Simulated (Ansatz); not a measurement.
# Germanium (Fd-3m, 2 atoms a cell): converging the G0W0 gap

How do accuracy and time trade against each other in G0W0 on Germanium (Fd-3m, 2 atoms a cell)?

Method: G0W0 on r2SCAN, plane waves, PAW, in Ansatz 0.2.0.

Most raw output is cut from this account.

### Step 1. Set-up

Symmetry: Fd-3m, No. 227, cubic system. The conventional cell has a = 5.658 Å, b = 5.658 Å, c = 5.658 Å, α = 90.00°, β = 90.00°, γ = 90.00°. Ge has 4 Ge at 2.45 Å nearest.

The cell and positions come from the Crystallography Open Database and are kept as given unless a step says otherwise.

### Step 2. 188 empty bands, screening to 150 eV

Now the one-shot GW correction: screening in the RPA, then the self-energy of the levels asked for. This step takes hard PAW files.

The input, input.yaml:

```yaml
crystal:
  lattice:
    - [0.0, 2.82891, 2.82891]
    - [2.82891, 0.0, 2.82891]
    - [2.82891, 2.82891, 0.0]
  atoms:
    - { symbol: Ge, position: [0.0, 0.0, 0.0] }
    - { symbol: Ge, position: [0.25, 0.25, 0.25] }
kpoints:
  mp_grid: { grid: [8, 8, 8] }
hamiltonian:
  xc: r2scan
  pseudopotentials: { kind: paw, source: ansatz }
scf:
  occupations: { method: fixed }
gw:
  n_empty_bands: 188
  ecut_chi: 150
  qp_bands: [v2, c2]
  qp_kpoints: band_edges
  screening: { model: contour_deformation }
```

Run with:

```bash
ansatz run input.yaml --threads 3 --pin off --max-ram 92160MiB --backend cuda --events-out ev --progress --plain --runs-dir out --devices 1 --max-vram 13GiB
```

Wall time 2.8 min (1 × NVIDIA H100 80GB HBM3 (shared by 6 runs) with 3 threads of AMD EPYC 7R13 (Zen 3), shared host); peak memory 2.1 GiB; 3.4 min of CPU time.

Numbers from this step:

| Property | Result |
| --- | --- |
| bands summed | 202 |
| RPA ε∞ on this mesh (eigenvalues) | 48.51, 48.51, 48.51 |
| plane waves in the screening matrix | 169 |
| q-points in the mesh | 512 |
| G0W0 gap on the mesh | 0.7982 eV |
| k of the valence top | 0, 0, 0 |
| k of the conduction bottom | 0, 0, -0.5 |
| starting gap on the mesh | 0.4388 eV |
| Z at the valence top | 0.7656 |
| Z at the conduction bottom | 0.7706 |
| least direct G0W0 gap on the computed points | 0.9299 eV |

The gap on the mesh goes from 0.44 eV to 0.80 eV, a correction of +0.36 eV, though a band edge has moved to another state.

### Step 3. 406 empty bands, screening to 250 eV

Another rung: the empty bands reach about as high as the screening cutoff, so the two stay in balance.

input.yaml: that of step 2 with these lines changed.

```diff
@@ -16,4 +16,4 @@
 gw:
-  n_empty_bands: 188
-  ecut_chi: 150
+  n_empty_bands: 406
+  ecut_chi: 250
   qp_bands: [v2, c2]
```

Wall time 4.8 min (1 × NVIDIA H100 80GB HBM3 (shared by 6 runs) with 3 threads); peak memory 3.4 GiB; 6.9 min of CPU time.

Numbers from this step:

```
bands summed                                 : 420
RPA ε∞ on this mesh (eigenvalues)            : 48.53, 48.53, 48.53
plane waves in the screening matrix          : 411
q-points in the mesh                         : 512
G0W0 gap on the mesh                         : 0.7770 eV
k of the valence top                         : 0, 0, 0
k of the conduction bottom                   : 0, 0, -0.5
starting gap on the mesh                     : 0.4388 eV
Z at the valence top                         : 0.7656
Z at the conduction bottom                   : 0.7706
least direct G0W0 gap on the computed points : 0.8458 eV
```

Against the run with 8×8×8 mesh, 188 empty bands, screening to 150 eV, hard PAW files, the gap moves by −0.02 eV.

### Step 4. Changing the k mesh: 10×10×10 mesh, 188 empty bands, screening to 150 eV, hard PAW files

Only the mesh changes. It samples the long-range screening, which converges on its own terms. Bands and cutoff differ from the step before, so it is read against an earlier run that matches them.

input.yaml: that of step 3 with these lines changed.

```diff
@@ -9,3 +9,3 @@
 kpoints:
-  mp_grid: { grid: [8, 8, 8] }
+  mp_grid: { grid: [10, 10, 10] }
 hamiltonian:
@@ -16,4 +16,4 @@
 gw:
-  n_empty_bands: 406
-  ecut_chi: 250
+  n_empty_bands: 188
+  ecut_chi: 150
   qp_bands: [v2, c2]
```

Elapsed: 5.8 min, on 1 × NVIDIA H100 80GB HBM3 (shared by 6 runs) with 3 threads; peak memory 2.6 GiB; 10 min of CPU time.

This step gave:

```yaml
bands_summed: 202
rpa_eps_infinity_on_this_mesh_eigenvalues: 32.27, 32.27, 32.27
plane_waves_in_the_screening_matrix: 169
g0w0_gap_on_the_mesh: 0.8086 eV
k_of_the_valence_top: 0, 0, 0
k_of_the_conduction_bottom: 0, 0, -0.5
starting_gap_on_the_mesh: 0.4384 eV
least_direct_g0w0_gap_on_the_computed_points: 0.9361 eV
```

Against the run with 8×8×8 mesh, 188 empty bands, screening to 150 eV, hard PAW files, the gap moves by +0.010 eV.

### Step 5. Convergence and cost

Times are wall times on 1 × NVIDIA H100 80GB HBM3 (shared by 6 runs) with 3 threads of AMD EPYC 7R13 (Zen 3), shared host. The host was busy with other work, so they are no guide to cost.

```tsv
mesh	files	frequency	bands summed	cutoff (eV)	start (eV)	G0W0 (eV)	time	host memory (GiB)
8×8×8	hard PAW	contour deformation	202	150	0.439	0.798	2.8 min	2.1
8×8×8	hard PAW	contour deformation	420	250	0.439	0.777	4.8 min	3.4
10×10×10	hard PAW	contour deformation	202	150	0.438	0.809	5.8 min	2.6
```

The parts of the quasiparticle energy at the two band edges (eV; QP = start + Σx + Σc − Vxc):

```tsv
run	edge	start	Σx	Σc	Vxc	Z	QP
202 bands	valence top	9.75	-15.40	0.45	-14.64	0.77	9.45
202 bands	conduction bottom	10.21	-10.26	-3.53	-13.82	0.77	10.25
420 bands	valence top	9.75	-15.40	0.36	-14.64	0.77	9.36
420 bands	conduction bottom	10.21	-10.26	-3.64	-13.82	0.77	10.13
```

 Where G0W0 reorders the edges (202 bands and 420 bands), the two states listed lie further apart at the start than the starting gap.

### Step 6. Summary of results

| Property | Result |
| --- | --- |
| 202 bands, 150 eV | 0.798 eV |
| 420 bands, 250 eV | 0.777 eV |
| estimated limit in bands and cutoff | 0.76 eV |
| mesh and start | 8×8×8, r2SCAN |

In words: A line in one over the bands through the two rungs gives 0.76 eV, −0.02 eV from the top rung; with two points alone it is an unchecked estimate. The rungs stand 0.04 eV (202 bands) and 0.02 eV (420 bands) from it. From 202 to 420 bands the gap moves by −0.02 eV. Σc changes by −0.09 eV at the valence top and −0.11 eV at the conduction bottom, so the levels themselves move more than the gap between them. On the 10×10×10 mesh in place of 8×8×8 the gap differs by +0.01 eV, of which −0.0004 eV is already in the start. Gaps are over the mesh's points; an edge off the mesh would be missed. The 8×8×8 mesh is coarse for this cell (its supercell is 32 Å along the shortest edge). The RPA ε∞ on it, from the r2SCAN start, is 48.53; such meshes misread the long-range screening, most where the gap is narrow. The RPA ε∞ on this mesh reaches over 25; with a narrow direct gap a coarse mesh can overstate it, and the correction is then too small. The many-body steps are scalar-relativistic: spin-orbit coupling is not in them.

[Paths, hosts, dates, memory and timing lines, banners, echoed tables and standing remarks are left out of the program output.]

[Logs are printed without paths, hosts, clocks, repeated set-up lines and the standing remarks that a program may print on its own settings, such as how far it seeks lower states.]

[Runs of the session that timed out or met a known fault of the program may be left out.]

[Cells called generated may have been cut or substituted from an entry of the Crystallography Open Database or the Materials Project.]

[Hosts, paths, dates, database ids (printed as entryN), source tags and the programs' standing remarks are cut or masked in the printed files.]
